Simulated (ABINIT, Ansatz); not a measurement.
# SiO2 (Quartz): G0W0 with ABINIT, start to end

Aim: the G0W0 gap of SiO2 (Quartz) on LDA, step by step.

Calculated with ABINIT 10.8.3; LDA and many-body steps on it, plane waves.

This is a report of a sequence of runs, with most program output left out.

## Step 1: The structure

Symmetry: P3_121, No. 152, trigonal system. Conventional cell: a = 4.916 Å, b = 4.916 Å, c = 5.409 Å, α = 90.00°, β = 90.00°, γ = 120.00°. Si has 4 O at 1.61 Å nearest. Nearest to O lie 2 Si at 1.61 Å. Farther neighbours and most contacts between anions are not listed.

Structure file:

```cif
data_structure
_symmetry_space_group_name_H-M 'P 1'
_symmetry_Int_Tables_number 1
_cell_length_a 4.9158
_cell_length_b 4.9158
_cell_length_c 5.4091
_cell_angle_alpha 90.000
_cell_angle_beta 90.000
_cell_angle_gamma 120.000
_cell_volume 113.20
loop_
_atom_site_label
_atom_site_type_symbol
_atom_site_fract_x
_atom_site_fract_y
_atom_site_fract_z
_atom_site_occupancy
Si1 Si 0.53030 0.00000 0.33333 1
Si2 Si 0.00000 0.53030 0.66667 1
Si3 Si 0.46970 0.46970 0.00000 1
O4 O 0.14620 0.41420 0.88100 1
O5 O 0.58580 0.73200 0.21433 1
O6 O 0.26800 0.85380 0.54767 1
O7 O 0.41420 0.14620 0.11900 1
O8 O 0.73200 0.58580 0.78567 1
O9 O 0.85380 0.26800 0.45233 1
```

The cell and positions come from the Crystallography Open Database and are kept as given unless a step says otherwise.

## Step 2: Ground state

This step: ABINIT 10.8.3; DFT, LDA, plane waves, norm-conserving pseudopotentials.

The ground-state density comes first.

Contents of run.abi:

```
acell 3*1.0 Angstrom
rprim 
  4.915799999986 0.000000000003 0.000000000000
  -2.457899999996 4.257207679910 0.000000000000
  0.000000000000 0.000000000000 5.409100000000
ntypat 2
znucl 14 8
natom 9
typat 1 1 1 2 2 2 2 2 2
xred 
  0.530300000000 0.000000000000 0.333333333333
  0.000000000000 0.530300000000 0.666666666667
  0.469700000000 0.469700000000 -0.000000000000
  0.146200000000 0.414200000000 0.881000000000
  0.585800000000 0.732000000000 0.214333333333
  0.268000000000 0.853800000000 0.547666666667
  0.414200000000 0.146200000000 0.119000000000
  0.732000000000 0.585800000000 0.785666666667
  0.853800000000 0.268000000000 0.452333333333
pp_dirpath "pseudos"
pseudos "Si.upf, O.upf"
ecut 36
ngkpt 6 6 4
nshiftk 1
shiftk 0 0 0
kptopt 1
chksymbreak 0
nband 32
occopt 1
tolvrs 1e-10
nstep 60
prtwf 0
optforces 0
optstress 0
indata_prefix "in"
outdata_prefix "out"
tmpdata_prefix "tmp"
```

Run with:

```sh
$ OMP_NUM_THREADS=1 mpirun -n 16 abinit run.abi > log
```

Wall time 28 s (16 MPI ranks of Arm Neoverse V1, shared host); peak memory 1.6 GiB; 7.5 min of CPU time.

Numbers from this step:

| Property | Result |
| --- | --- |
| total energy | -3056.1098 eV |
| gap | 5.801 eV |
| k of the valence top | 0.3333, 0.3333, 0 |
| k of the conduction bottom | 0, 0, 0 |
| least direct gap | 6.126 eV |

The gap is indirect, with the least direct gap 0.32 eV higher.

## Step 3: Bands along the symmetry lines

The cheap functional maps the bands first; the places of the edges decide which points the dearer methods must see.

Changes to run.abi since step 2:

```diff
@@ -22,14 +22,53 @@
 ecut 36
-ngkpt 6 6 4
-nshiftk 1
-shiftk 0 0 0
-kptopt 1
-chksymbreak 0
-nband 32
-occopt 1
-tolvrs 1e-10
-nstep 60
+iscf -2
+irdden 1
+kptopt 0
+nkpt 39
+kpt 
+  0.00000000 0.00000000 0.00000000
+  0.12500000 0.00000000 0.00000000
+  0.25000000 0.00000000 0.00000000
+  0.37500000 0.00000000 0.00000000
+  0.50000000 0.00000000 0.00000000
+  0.45833333 0.08333333 0.00000000
+  0.41666666 0.16666666 0.00000000
+  0.37500000 0.25000000 0.00000000
+  0.33333333 0.33333333 0.00000000
+  0.25000000 0.25000000 0.00000000
+  0.16666666 0.16666666 0.00000000
+  0.08333333 0.08333333 0.00000000
+  0.00000000 0.00000000 0.00000000
+  0.00000000 0.00000000 0.12500000
+  0.00000000 0.00000000 0.25000000
+  0.00000000 0.00000000 0.37500000
+  0.00000000 0.00000000 0.50000000
+  0.12500000 0.00000000 0.50000000
+  0.25000000 0.00000000 0.50000000
+  0.37500000 0.00000000 0.50000000
+  0.50000000 0.00000000 0.50000000
+  0.45833333 0.08333333 0.50000000
+  0.41666666 0.16666666 0.50000000
+  0.37500000 0.25000000 0.50000000
+  0.33333333 0.33333333 0.50000000
+  0.25000000 0.25000000 0.50000000
+  0.16666666 0.16666666 0.50000000
+  0.08333333 0.08333333 0.50000000
+  0.00000000 0.00000000 0.50000000
+  0.50000000 0.00000000 0.50000000
+  0.50000000 0.00000000 0.37500000
+  0.50000000 0.00000000 0.25000000
+  0.50000000 0.00000000 0.12500000
+  0.50000000 -0.00000000 0.00000000
+  0.33333333 0.33333333 0.50000000
+  0.33333333 0.33333333 0.37500000
+  0.33333333 0.33333333 0.25000000
+  0.33333333 0.33333333 0.12500000
+  0.33333333 0.33333333 0.00000000
+istwfk *1
+nband 31
+nbdbuf 2
+tolwfr 1e-08
+nstep 40
 prtwf 0
-optforces 0
-optstress 0
+prtvol 0
 indata_prefix "in"
```

Wall time 26 s (16 MPI ranks); peak memory 1.3 GiB; 6.9 min of CPU time.

This step gave:

* gap: 5.801 eV
* k of the valence top: 0.3333, 0.3333, 0
* k of the conduction bottom: 0, 0, 0
* least direct gap: 6.126 eV

The gap is 5.801 eV, as in the run before at this level.

Electronic bands along the path, in eV, zero at the top of the highest filled band:

| point | band 21 | band 22 | band 23 | band 24 | band 25 | band 26 | band 27 | band 28 |
| --- | --- | --- | --- | --- | --- | --- | --- | --- |
| Γ | -1.01 | -0.69 | -0.32 | -0.32 | 5.80 | 9.04 | 9.04 | 9.51 |
| halfway | -1.02 | -0.85 | -0.24 | -0.16 | 6.68 | 9.06 | 9.14 | 9.62 |
| M | -1.06 | -0.79 | -0.27 | -0.03 | 8.05 | 8.76 | 9.45 | 9.49 |
| halfway | -1.12 | -0.63 | -0.32 | -0.02 | 8.24 | 8.82 | 9.37 | 9.67 |
| K | -1.25 | -0.44 | -0.44 | 0.00 | 8.70 | 8.70 | 9.18 | 10.13 |
| halfway | -0.93 | -0.88 | -0.25 | -0.11 | 6.92 | 9.07 | 9.23 | 9.66 |
| Γ | -1.01 | -0.69 | -0.32 | -0.32 | 5.80 | 9.04 | 9.04 | 9.51 |
| halfway | -1.09 | -0.54 | -0.23 | -0.10 | 6.39 | 8.90 | 8.95 | 9.00 |
| A | -1.23 | -0.21 | -0.21 | -0.09 | 7.73 | 7.73 | 8.73 | 9.50 |
| halfway | -1.10 | -0.45 | -0.42 | -0.15 | 8.14 | 8.25 | 9.08 | 9.46 |
| L | -0.90 | -0.84 | -0.61 | -0.19 | 8.79 | 9.21 | 9.37 | 9.50 |
| halfway | -0.87 | -0.85 | -0.63 | -0.34 | 8.82 | 9.36 | 9.46 | 9.57 |
| H | -0.95 | -0.78 | -0.60 | -0.60 | 8.90 | 9.51 | 9.51 | 9.86 |
| halfway | -1.07 | -0.54 | -0.39 | -0.23 | 8.27 | 8.39 | 9.15 | 9.64 |
| A | -1.23 | -0.21 | -0.21 | -0.09 | 7.73 | 7.73 | 8.73 | 9.50 |
| jump to L | -0.90 | -0.84 | -0.61 | -0.19 | 8.79 | 9.21 | 9.37 | 9.50 |
| halfway | -0.98 | -0.73 | -0.45 | -0.12 | 8.35 | 8.87 | 9.30 | 9.78 |
| M | -1.06 | -0.79 | -0.27 | -0.03 | 8.05 | 8.76 | 9.45 | 9.49 |
| jump to H | -0.95 | -0.78 | -0.60 | -0.60 | 8.90 | 9.51 | 9.51 | 9.86 |
| halfway | -1.03 | -0.56 | -0.51 | -0.20 | 8.77 | 8.96 | 9.36 | 9.97 |
| K | -1.25 | -0.44 | -0.44 | 0.00 | 8.70 | 8.70 | 9.18 | 10.13 |

## Step 4: Empty states on the mesh, 3×3×4 mesh, 731 bands

The sums over transitions need many empty states on a uniform mesh; this step solves for them.

Contents of run.abi:

```
acell 3*1.0 Angstrom
rprim 
  4.915799999986 0.000000000003 0.000000000000
  -2.457899999996 4.257207679910 0.000000000000
  0.000000000000 0.000000000000 5.409100000000
ntypat 2
znucl 14 8
natom 9
typat 1 1 1 2 2 2 2 2 2
xred 
  0.530300000000 0.000000000000 0.333333333333
  0.000000000000 0.530300000000 0.666666666667
  0.469700000000 0.469700000000 -0.000000000000
  0.146200000000 0.414200000000 0.881000000000
  0.585800000000 0.732000000000 0.214333333333
  0.268000000000 0.853800000000 0.547666666667
  0.414200000000 0.146200000000 0.119000000000
  0.732000000000 0.585800000000 0.785666666667
  0.853800000000 0.268000000000 0.452333333333
pp_dirpath "pseudos"
pseudos "Si.upf, O.upf"
ecut 36
ngkpt 3 3 4
nshiftk 1
shiftk 0 0 0
kptopt 1
chksymbreak 0
iscf -2
irdden 1
istwfk *1
nband 731
nbdbuf 66
tolwfr 1e-09
nstep 60
prtvol 0
indata_prefix "in"
outdata_prefix "out"
tmpdata_prefix "tmp"
```

Run with:

```sh
$ OMP_NUM_THREADS=1 mpirun -n 10 abinit run.abi > log
```

It took 12 min on 10 MPI ranks; peak memory 2.1 GiB; 1.9 h of CPU time.

Numbers from this step:

* gap: 5.801 eV
* k of the valence top: 0.3333, 0.3333, 0
* k of the conduction bottom: 0, 0, 0
* least direct gap: 6.126 eV
* k points computed: 10
* lowest point of the top converged band, above the valence top: 174.4625 eV

On this mesh the gap is 5.801 eV.

## Step 5: Screening, 3×3×4 mesh, 665 bands, screening to 272.1 eV

The RPA dielectric matrix is built and inverted for each q.

This step: RPA screening on LDA, plane waves, norm-conserving pseudopotentials.

Changes to run.abi since step 4:

```diff
@@ -27,10 +27,11 @@
 chksymbreak 0
-iscf -2
-irdden 1
 istwfk *1
-nband 731
-nbdbuf 66
-tolwfr 1e-09
-nstep 60
-prtvol 0
+occopt 1
+irdwfk 1
+optdriver 3
+nband 665
+ecuteps 10
+inclvkb 2
+awtr 1
+symchi 1
 indata_prefix "in"
```

Run with:

```sh
$ OMP_NUM_THREADS=1 mpirun -n 16 abinit run.abi > log
```

The job ended after 26 min (16 MPI ranks; peak memory 13 GiB).

Numbers from this step:

| Item | Value |
| --- | --- |
| ε∞ with local fields, on this mesh, along the program's q direction | 2.379 |
| the same without local fields | 2.605 |
| plasma frequency | 24.18 eV |
| plane waves in the screening matrix | 1155 |

Local fields lower ε∞ by 9 %. On a Γ-centred mesh this coarse the value itself is usually too large, while a short band sum pulls it down.

## Step 6: Self-energy, 3×3×4 mesh, 665 bands, screening to 272.1 eV

The self-energy is evaluated for the states that the input lists, and the levels follow from it, in one-shot runs by the linearised quasiparticle equation.

This step: G0W0 on LDA, plane waves, norm-conserving pseudopotentials.

Changes to run.abi since step 5:

```diff
@@ -30,8 +30,17 @@
 irdwfk 1
-optdriver 3
+optdriver 4
 nband 665
+gwcalctyp 0
+ecutsigx 36
+symsigma 1
+nkptgw 2
+kptgw 
+  0.3333333333 0.3333333333 0.0000000000
+  0.0000000000 0.0000000000 0.0000000000
+bdgw 
+  22 26
+  23 27
 ecuteps 10
-inclvkb 2
-awtr 1
-symchi 1
+irdscr 1
+ppmodel 1
 indata_prefix "in"
```

Wall time 4.9 min (16 MPI ranks); peak memory 22 GiB.

Numbers from this step:

* G0W0 gap on the points computed: 8.995 eV
* starting gap on the mesh: 5.801 eV
* k of the valence top: 0.3333, 0.3333, 0
* k of the conduction bottom: 0, 0, 0
* Z at the valence top: 0.809
* Z at the conduction bottom: 0.865
* least direct G0W0 gap on the computed points: 9.356 eV

The gap on the mesh goes from 5.80 eV to 8.99 eV, a correction of +3.19 eV.

Limits: finite bands, cutoff and mesh; coarse k mesh. v1 is the top filled band, c1 the lowest empty one. The levels before and after the correction (eV, zero at the valence-band top of each column):

|  | conduction bottom | valence top |
| --- | --- | --- |
| Kohn-Sham | 5.80 | 0.00 |
| G0W0 | 8.99 | 0.00 |

|  | level | energy (eV) |
| --- | --- | --- |
| Kohn-Sham | (0.333 0.333 0) v3-v2 | -0.439 |
| Kohn-Sham | (0.333 0.333 0) v1 | 0.000 |
| Kohn-Sham | (0.333 0.333 0) c1-c2 | 8.699 |
| Kohn-Sham | Γ v2-v1 | -0.324 |
| Kohn-Sham | Γ c1 | 5.801 |
| Kohn-Sham | Γ c2-c3 | 9.038 |
| G0W0 | (0.333 0.333 0) v3-v2 | -0.487 |
| G0W0 | (0.333 0.333 0) v1 | 0.000 |
| G0W0 | (0.333 0.333 0) c1-c2 | 12.187 |
| G0W0 | Γ v2-v1 | -0.361 |
| G0W0 | Γ c1 | 8.995 |
| G0W0 | Γ c2-c3 | 12.464 |

## Step 7: Where the time went

Times are wall times on the hardware named with each run. The host was busy with other work, so they are no guide to cost.

| step | time | share | memory (GiB) |
| --- | --- | --- | --- |
| ground state | 28 s | 1 % | 1.6 |
| bands along the symmetry lines | 26 s | 1 % | 1.3 |
| empty states on the mesh | 12 min | 27 % | 2.1 |
| screening | 26 min | 60 % | 13 |
| self-energy | 4.9 min | 11 % | 22 |

## Step 8: What came out

* LDA gap: 5.80 eV, indirect
* G0W0 gap on the mesh: 8.99 eV
* GW settings: 3×3×4 mesh, 665 bands, screening to 272.1 eV, Godby-Needs plasmon pole
* known limits: not at the basis limit; coarse k mesh

**Reading.** G0W0 moves the gap on the mesh from 5.80 eV to 8.99 eV (+3.19 eV), with Z of 0.81 and 0.86 at the edges. Local fields lower the RPA ε∞ on this mesh from 2.61 to 2.38; a Γ-centred mesh this coarse tends to raise both, most where the direct gap is narrow, while a short band sum lowers them. Only 2 of the mesh's irreducible points were corrected, so a valley elsewhere could overtake. The dearest step here is «screening». Bands and cutoff are finite, so the gap is not at the basis limit. The miss can reach some tenths of an eV and take either sign; the mesh is an error of its own. In the G0W0 run levels were corrected at 2 k points alone, so a gap called «on the mesh» is the least over those, and an edge elsewhere would be missed. The 3×3×4 mesh is coarse for this cell, which bears on the long-range parts of exchange and screening.

[Paths, hosts, dates, memory and timing lines, banners, echoed tables and standing remarks are left out of the program output.]

[Logs are printed without paths, hosts, clocks, repeated set-up lines and the standing remarks that a program may print on its own settings, such as how far it seeks lower states.]

[Runs of the session that timed out or met a known fault of the program may be left out.]

[Hosts, paths, dates, database ids (printed as entryN), source tags and the programs' standing remarks are cut or masked in the printed files.]

[G0W0 gaps are taken among the corrected bands and points alone; a level outside them can change the order at an edge.]

[Where Ansatz stands beside ABINIT at settings called matched, ABINIT's density can come from a denser mesh and the files from another edition; pairs whose starting gaps differed by over 0.03 eV were left out, so agreement reads better than it is.]
